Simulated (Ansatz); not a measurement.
# Lattice dynamics of (BaO)1(NaCl)2 [001] superlattice, started as rocksalt type

Task: relax (BaO)1(NaCl)2 [001] superlattice, started as rocksalt type, then find its harmonic phonons.

Method: DFT PBEsol, scalar-relativistic, plane waves, PAW, in Ansatz 0.2.0.

Most raw output is cut from this account.

The structure was built from a prototype and need not be the compound's stable phase.

## (1) The structure

It takes space group I4/mmm (No. 139, tetragonal). The conventional cell has a = 3.965 Å, b = 3.965 Å, c = 16.820 Å, α = 90.00°, β = 90.00°, γ = 90.00°. Nearest to Ba lie 4 O at 2.80 Å and 2 Cl at 2.80 Å. Cl has 5 Na at 2.80 Å and 1 Ba at 2.80 Å nearest. Na has 5 Cl at 2.80 Å and 1 O at 2.80 Å nearest. Nearest to O lie 4 Ba at 2.80 Å and 2 Na at 2.80 Å. Farther neighbours and most contacts between anions are not listed.

## (2) Rough relaxation

The start is far from rest, so a relaxation with loose tolerances brings it close first.

input.yaml

```yaml
crystal:
  lattice:
    - [2.80333, 2.80333, 0.0]
    - [-2.80333, 2.80333, 0.0]
    - [2.80333, 0.0, 8.41]
  atoms:
    - { symbol: Ba, position: [0.0, 0.0, 0.0] }
    - { symbol: Cl, position: [0.833333, 0.166667, 0.333333] }
    - { symbol: Cl, position: [0.166667, 0.833333, 0.666667] }
    - { symbol: Na, position: [0.333333, 0.666667, 0.333333] }
    - { symbol: Na, position: [0.666667, 0.333333, 0.666667] }
    - { symbol: O, position: [0.5, 0.5, 0.0] }
kpoints:
  mp_grid: { grid: [6, 6, 6] }
hamiltonian:
  xc: pbesol
scf:
  occupations: { method: gaussian, width: 0.1 }
output:
  forces: true
  stress: true
  eigenvalues: true
relax:
  adjacent_minimum: "off"
  f_tol: 0.05
  max_steps: 80
  cell: { stress_tol: 0.5 }
```

Run with:

```bash
> ansatz run input.yaml --threads 8 --pin off --max-ram 14336MiB --backend cpu --events-out ev --progress --plain --runs-dir out
```

The job ended after 8 s (8 threads of Arm Neoverse V1, shared host; peak memory 0.61 GiB).

Step by step:

```
step  energy less that of the first step (eV)  largest force component (eV/Å)  pressure (GPa)  volume (Å³)
   1                                   0.0000                          1.4171            0.37       132.18
   2                                  -0.3845                          0.2214           -1.39       132.50
   3                                  -0.4319                          0.1397           -0.19       128.18
   4                                  -0.4451                          0.0695            0.34       126.68
   5                                  -0.4498                          0.0386            0.00       127.78
  6*                                  -0.4481                          0.0386           -0.03       127.78
```

Relaxation steps marked * repeat the geometry before them on a plane-wave basis chosen anew for their cell, so energy and pressure can jump there.

Forces are held to the 16 operations that the run works with; a distortion that breaks them can't arise in this run.

| conventional cell, symmetrised | before | after | change |
| --- | --- | --- | --- |
| a (Å) | 3.965 | 3.854 | -2.8 % |
| b (Å) | 3.965 | 3.854 | -2.8 % |
| c (Å) | 16.820 | 17.203 | +2.3 % |
| volume (Å³/atom) | 22.03 | 21.30 | -3.3 % |

The atoms that moved most (Å, as changes of fractional coordinates times the final cell):

```csv
atom,dx,dy,dz,length
Na4,0.000,0.000,-0.215,0.215
Na5,0.000,0.000,0.215,0.215
Cl3,0.000,0.000,-0.178,0.178
Cl2,0.000,0.000,0.178,0.178
```

The relaxed structure:

```xyz
6
Lattice="2.7254 2.7254 0.0000 -2.7254 2.7254 0.0000 2.7254 0.0000 8.6013" Properties=species:S:1:pos:R:3 pbc="T T T"
Ba    0.0000    0.0000    0.0000
Cl    2.7254    2.7254    3.0454
Cl    0.0000    2.7254    5.5559
Na    0.0000    2.7254    2.6525
Na    2.7254    2.7254    5.9488
O     0.0000    2.7254    0.0000
```

This step gave:

```
pressure           : -0.02554 GPa
gap on the k-mesh  : 2.591 eV
volume per atom    : 21.30 Å³
direct gap on mesh : 2.869 eV
```

In this step the volume went from 22.03 to 21.30 Å³/atom.

## (3) Bringing the structure to rest

The cell and atoms are relaxed, since residual forces and stress would shift the frequencies.

input.yaml

```yaml
crystal:
  lattice:
    - [2.7254049489, 2.7254049489, 0.0]
    - [-2.7254049489, 2.7254049489, 0.0]
    - [2.7254049489, 0.0, 8.601330322]
  atoms:
    - { symbol: Ba, position: [0.0, 0.0, 0.0] }
    - { symbol: Cl, position: [0.8229681146, 0.1770318854, 0.3540637707] }
    - { symbol: Cl, position: [0.1770318854, 0.8229681146, 0.6459362293] }
    - { symbol: Na, position: [0.3458084109, 0.6541915891, 0.3083831783] }
    - { symbol: Na, position: [0.6541915891, 0.3458084109, 0.6916168217] }
    - { symbol: O, position: [0.5, 0.5, 0.0] }
kpoints:
  mp_grid: { grid: [6, 6, 6] }
hamiltonian:
  xc: pbesol
scf:
  occupations: { method: gaussian, width: 0.02 }
output:
  forces: true
  stress: true
  eigenvalues: true
  write_density: true
  write_potential: true
  elf: true
  volumetric_format: npy
relax:
  adjacent_minimum: "off"
  f_tol: 0.005
  max_steps: 80
  cell: { stress_tol: 0.05 }
```

The job ended after 6.7 s (8 threads; peak memory 0.61 GiB; 47 s of CPU time).

Step by step:

```csv
step,energy less that of the first step (eV),largest force component (eV/Å),pressure (GPa),volume (Å³)
1,0.0000,0.0386,-0.03,127.78
2,-0.0006,0.0439,0.10,127.79
3,-0.0011,0.0070,0.03,127.96
4,-0.0011,0.0013,0.00,128.07
5*,-0.0013,0.0013,0.00,128.07
```

Relaxation steps marked * repeat the geometry before them on a plane-wave basis chosen anew for their cell, so energy and pressure can jump there.

Forces are held to the 16 operations that the run works with; a distortion that breaks them can't arise in this run.

```
conventional cell, symmetrised  before   after  change
                         a (Å)   3.854   3.848  -0.2 %
                         b (Å)   3.854   3.848  -0.2 %
                         c (Å)  17.203  17.296  +0.5 %
              volume (Å³/atom)   21.30   21.35  +0.2 %
```

The atoms that moved most (Å, as changes of fractional coordinates times the final cell):

| atom | dx | dy | dz | length |
| --- | --- | --- | --- | --- |
| Cl3 | 0.000 | 0.000 | 0.016 | 0.016 |
| Cl2 | 0.000 | 0.000 | -0.016 | 0.016 |
| Na4 | 0.000 | 0.000 | -0.012 | 0.012 |
| Na5 | 0.000 | 0.000 | 0.012 | 0.012 |

The relaxed structure:

```xyz
6
Lattice="2.7211 2.7211 0.0000 -2.7211 2.7211 0.0000 2.7211 0.0000 8.6481" Properties=species:S:1:pos:R:3 pbc="T T T"
Ba    0.0000    0.0000    0.0000
Cl    2.7211    2.7211    3.0462
Cl    0.0000    2.7211    5.6019
Na    0.0000    2.7211    2.6547
Na    2.7211    2.7211    5.9934
O     0.0000    2.7211    0.0000
```

Numbers from this step:

| Property | Result |
| --- | --- |
| pressure | 0.003131 GPa |
| gap on the k-mesh | 2.573 eV |
| volume per atom | 21.35 Å³ |
| direct gap on mesh | 2.859 eV |

Electrostatic potential energy in the ac plane of the conventional cell at fractional y = 0.000, with atoms of Ba and Cl and Na and O within 0.2 Å of it. With pseudopotentials it is smooth inside the atoms' cores, unlike the true potential.

Values in eV, 24 rows by 14 columns, each cell a mean:
```
-34 -32 -26 -14  -1   5   7   8   6   3  -6 -19 -29 -33
 -7  -5  -1   3   6   7   8   8   8   7   5   2  -2  -6
  3   4   6   8   8   9   9   9   9   8   8   7   5   4
-37 -31 -16   1   7   9   9   9   9   8   6  -5 -23 -35
-43 -38 -22  -1   7   9   9   9   9   9   5  -9 -30 -42
 -2   1   5   8   9  10  10  10  10  10   9   7   4   0
  6   6   7   8   9  10  10  10  10   9   9   8   7   6
-28 -20  -4   4   7   8   9   9   9   8   6   1 -10 -25
-43 -36 -13   2   6   8   9   9   8   7   5  -2 -23 -41
  1   3   5   7   8   8   8   9   8   8   7   6   4   2
  7   9  10  10   9   9   8   8   8   9  10  10  10   8
-36 -25  -5  10  10   9   8   8   8   9  10   6 -14 -31
-25 -15   1  10  10   9   8   8   8   9  10   8  -6 -21
  9   9   9   9   9   9   8   8   8   9   9   9   9   9
 -9  -4   2   6   7   8   8   9   8   8   7   5   0  -6
-46 -41 -16   2   6   8   9   9   8   7   4  -3 -27 -45
-16  -9   0   5   7   9   9   9   9   8   7   4  -3 -13
  7   7   8   9   9  10  10  10  10  10   9   8   8   7
-12  -7   1   7   9  10  10  10  10  10   9   5  -2  -9
-46 -43 -27  -3   7   9   9   9   9   8   5 -12 -35 -45
-27 -21  -8   4   8   9   9   9   9   9   7   0 -13 -25
  5   5   6   7   8   8   8   9   8   8   8   7   6   5
-14 -11  -6   0   5   7   8   8   7   6   3  -2  -8 -13
-37 -35 -29 -17  -3   4   7   7   6   2  -8 -23 -32 -36
```
Columns run along a (3.8 Å; values clipped at the 3rd and 97th percentile), rows up along c (17.3 Å), edges of the conventional cell, whose origin can differ from the input's. Atoms in or near the plane, at fractional coordinates: Ba at (0.00, 0.00), Cl at (0.00, 0.18), Cl at (0.00, 0.82), Na at (0.00, 0.65), Na at (0.00, 0.35), O at (0.00, 0.50).

Valence density in the ac plane of the conventional cell at fractional y = 0.000, with atoms of Ba and Cl and Na and O within 0.2 Å of it. It is the smooth field of the valence electrons, not physical close to the nuclei.

Values in e/Å³, 24 rows by 14 columns, each cell a mean:
```
 1  1  1  1  0  0  0  0  0  0  0  1  1  1
 1  0  0  0  0  0  0  0  0  0  0  0  0  1
 0  0  0  0  0  0  0  0  0  0  0  0  0  0
 1  1  1  1  0  0  0  0  0  0  0  1  1  1
 1  1  1  1  0  0  0  0  0  0  0  1  2  1
 1  1  0  0  0  0  0  0  0  0  0  0  0  1
 0  0  0  0  0  0  0  0  0  0  0  0  0  0
 6  3  1  0  0  0  0  0  0  0  0  0  2  5
14  8  2  0  0  0  0  0  0  0  0  0  4 11
 0  0  0  0  0  0  0  0  0  0  0  0  0  0
 0  0  0  0  0  0  0  0  0  0  0  0  0  0
 5  4  1  0  0  0  0  0  0  0  0  1  2  4
 4  2  1  0  0  0  0  0  0  0  0  1  2  3
 0  0  0  0  0  0  0  0  0  0  0  0  0  0
 2  1  0  0  0  0  0  0  0  0  0  0  0  1
16  9  2  0  0  0  0  0  0  0  0  1  4 13
 3  1  0  0  0  0  0  0  0  0  0  0  1  2
 0  0  0  0  0  0  0  0  0  0  0  0  0  0
 1  1  1  0  0  0  0  0  0  0  0  0  1  1
 1  1  2  1  0  0  0  0  0  0  0  1  2  1
 1  1  1  0  0  0  0  0  0  0  0  1  1  1
 0  0  0  0  0  0  0  0  0  0  0  0  0  0
 1  1  1  0  0  0  0  0  0  0  0  0  1  1
 1  1  1  1  0  0  0  0  0  0  1  1  1  1
```
Columns run along a (3.8 Å), rows up along c (17.3 Å), edges of the conventional cell, whose origin can differ from the input's. Atoms in or near the plane, at fractional coordinates: Ba at (0.00, 0.00), Cl at (0.00, 0.18), Cl at (0.00, 0.82), Na at (0.00, 0.65), Na at (0.00, 0.35), O at (0.00, 0.50).

ELF in the ac plane of the conventional cell at fractional y = 0.000, with atoms of Ba and Cl and Na and O within 0.2 Å of it. It is the smooth field of the valence electrons, not physical close to the nuclei.

Ten even steps from '0' (0.01) to '9' (0.86), each cell a mean:
```
46996200038985
65431000002456
65542100013456
78998410268998
68998410269997
99863100025789
11000000000011
55300000000145
46510000000365
21000000000012
66542000013566
68974100026897
78874100025898
44431000002344
33100000000023
45620000000465
44200000000134
33210000000123
99975200036899
57998510269996
89997400158999
44321000012334
77652000013677
24896200048973
```
Columns run along a (3.8 Å), rows up along c (17.3 Å), edges of the conventional cell, whose origin can differ from the input's. Atoms in or near the plane, at fractional coordinates: Ba at (0.00, 0.00), Cl at (0.00, 0.18), Cl at (0.00, 0.82), Na at (0.00, 0.65), Na at (0.00, 0.35), O at (0.00, 0.50).

In this step the volume went from 21.30 to 21.35 Å³/atom.

## (4) Relaxing to small forces for the phonons

Phonons need a cell at rest on their own settings, so the relaxation is repeated with tight tolerances on forces and stress on the k mesh and occupations of the first response run.

input.yaml

```yaml
crystal:
  lattice:
    - [2.7211301808, 2.7211301808, 0.0]
    - [-2.7211301808, 2.7211301808, 0.0]
    - [2.7211301808, 0.0, 8.6481350426]
  atoms:
    - { symbol: Ba, position: [0.0, 0.0, 0.0] }
    - { symbol: Cl, position: [0.8238803314, 0.1761196686, 0.3522393372] }
    - { symbol: Cl, position: [0.1761196686, 0.8238803314, 0.6477606628] }
    - { symbol: Na, position: [0.3465158544, 0.6534841456, 0.3069682911] }
    - { symbol: Na, position: [0.6534841456, 0.3465158544, 0.6930317089] }
    - { symbol: O, position: [0.5, 0.5, 0.0] }
kpoints:
  mp_grid: { grid: [8, 8, 8] }
hamiltonian:
  xc: pbesol
scf:
  occupations: { method: fixed }
output:
  forces: true
  stress: true
  eigenvalues: true
  write_density: true
  write_potential: true
  elf: true
  volumetric_format: npy
relax:
  adjacent_minimum: "off"
  f_tol: 0.001
  max_steps: 60
  cell: { stress_tol: 0.01 }
```

The job ended after 7.2 s (8 threads; peak memory 0.67 GiB).

Little changed from the start: no atom moved by 0.005 Å and no cell edge by 0.1 %.

Numbers from this step:

```yaml
pressure: 0.001051 GPa
gap_on_the_k_mesh: 2.572 eV
direct_gap_on_mesh: 2.858 eV
```

ELF in the ac plane of the conventional cell at fractional y = 0.000, with atoms of Ba and Cl and Na and O within 0.2 Å of it. It is the smooth field of the valence electrons, not physical close to the nuclei.

Ten even steps from '0' (0.01) to '9' (0.86), each cell a mean:
```
46996200038985
65431000002456
65542100013456
78998410268998
68998410269997
99863100025789
11000000000011
55300000000145
46510000000365
21000000000012
66542000013566
68974100026897
78874100025898
44431000002344
33100000000023
45620000000465
44200000000134
33210000000123
99975200036899
57998510269996
89997400158999
44321000012334
77652000013677
24896200048973
```
Columns run along a (3.8 Å), rows up along c (17.3 Å), edges of the conventional cell, whose origin can differ from the input's. Atoms in or near the plane, at fractional coordinates: Ba at (0.00, 0.00), Cl at (0.00, 0.18), Cl at (0.00, 0.82), Na at (0.00, 0.65), Na at (0.00, 0.35), O at (0.00, 0.50).

Electrostatic potential energy in the ac plane of the conventional cell at fractional y = 0.000, with atoms of Ba and Cl and Na and O within 0.2 Å of it. With pseudopotentials it is smooth inside the atoms' cores, unlike the true potential.

Ten even steps from '_' (-46 eV) to '@' (10 eV), each cell a mean:
```
::::--++%%@@@@@@@@%%##==--::
####%%%%@@@@@@@@@@@@@@%%####
%%%%@@@@@@@@@@@@@@@@@@@@@@%%
..::++%%@@@@@@@@@@@@@@##==..
__..==%%@@@@@@@@@@@@@@**::__
##%%@@@@@@@@@@@@@@@@@@@@%%%%
@@@@@@@@@@@@@@@@@@@@@@@@@@@@
--==##%%@@@@@@@@@@@@@@%%**--
__..++%%@@@@@@@@@@@@@@##==__
%%%%@@@@@@@@@@@@@@@@@@@@%%%%
@@@@@@@@@@@@@@@@@@@@@@@@@@@@
..--##@@@@@@@@@@@@@@@@@@++::
--++%%@@@@@@@@@@@@@@@@@@##==
@@@@@@@@@@@@@@@@@@@@@@@@@@@@
**##%%@@@@@@@@@@@@@@@@@@%%##
____++%%@@@@@@@@@@@@@@##--__
++**%%@@@@@@@@@@@@@@@@%%##++
@@@@@@@@@@@@@@@@@@@@@@@@@@@@
**##%%@@@@@@@@@@@@@@@@@@##**
____--##@@@@@@@@@@@@@@**..__
--==**%%@@@@@@@@@@@@@@%%++--
@@@@@@@@@@@@@@@@@@@@@@@@@@@@
++**##%%@@@@@@@@@@@@%%##**++
..::--++##%%@@@@@@%%**==::..
```
Columns run along a (3.8 Å; values clipped at the 3rd and 97th percentile), rows up along c (17.3 Å), edges of the conventional cell, whose origin can differ from the input's. Atoms in or near the plane, at fractional coordinates: Ba at (0.00, 0.00), Cl at (0.00, 0.18), Cl at (0.00, 0.82), Na at (0.00, 0.65), Na at (0.00, 0.35), O at (0.00, 0.50).

Valence density in the ac plane of the conventional cell at fractional y = 0.000, with atoms of Ba and Cl and Na and O within 0.2 Å of it. It is the smooth field of the valence electrons, not physical close to the nuclei.

Values in e/Å³, 24 rows by 14 columns, each cell a mean:
```
 1  1  1  1  0  0  0  0  0  0  0  1  1  1
 1  0  0  0  0  0  0  0  0  0  0  0  0  1
 0  0  0  0  0  0  0  0  0  0  0  0  0  0
 1  1  1  1  0  0  0  0  0  0  0  1  1  1
 1  1  1  1  0  0  0  0  0  0  0  1  2  1
 1  1  0  0  0  0  0  0  0  0  0  0  0  1
 0  0  0  0  0  0  0  0  0  0  0  0  0  0
 6  3  1  0  0  0  0  0  0  0  0  0  2  5
14  8  2  0  0  0  0  0  0  0  0  0  4 11
 0  0  0  0  0  0  0  0  0  0  0  0  0  0
 0  0  0  0  0  0  0  0  0  0  0  0  0  0
 5  4  1  0  0  0  0  0  0  0  0  1  2  4
 4  2  1  0  0  0  0  0  0  0  0  1  2  3
 0  0  0  0  0  0  0  0  0  0  0  0  0  0
 2  1  0  0  0  0  0  0  0  0  0  0  0  1
16  9  2  0  0  0  0  0  0  0  0  1  4 13
 3  1  0  0  0  0  0  0  0  0  0  0  1  2
 0  0  0  0  0  0  0  0  0  0  0  0  0  0
 1  1  1  0  0  0  0  0  0  0  0  0  1  1
 1  1  2  1  0  0  0  0  0  0  0  1  2  1
 1  1  1  0  0  0  0  0  0  0  0  1  1  1
 0  0  0  0  0  0  0  0  0  0  0  0  0  0
 1  1  1  0  0  0  0  0  0  0  0  0  1  1
 1  1  1  1  0  0  0  0  0  0  1  1  1  1
```
Columns run along a (3.8 Å), rows up along c (17.3 Å), edges of the conventional cell, whose origin can differ from the input's. Atoms in or near the plane, at fractional coordinates: Ba at (0.00, 0.00), Cl at (0.00, 0.18), Cl at (0.00, 0.82), Na at (0.00, 0.65), Na at (0.00, 0.35), O at (0.00, 0.50).

The largest force component left is 0.32 meV/Å and the pressure is 0.001 GPa, within the tolerances set. The cell now holds 21.35 Å³/atom.

(Part 1 of 2 ends here.)

[Logs are printed without paths, hosts, clocks, repeated set-up lines and the standing remarks that a program may print on its own settings, such as how far it seeks lower states.]

[Hosts, paths, dates, database ids (printed as entryN), source tags and the programs' standing remarks are cut or masked in the printed files.]
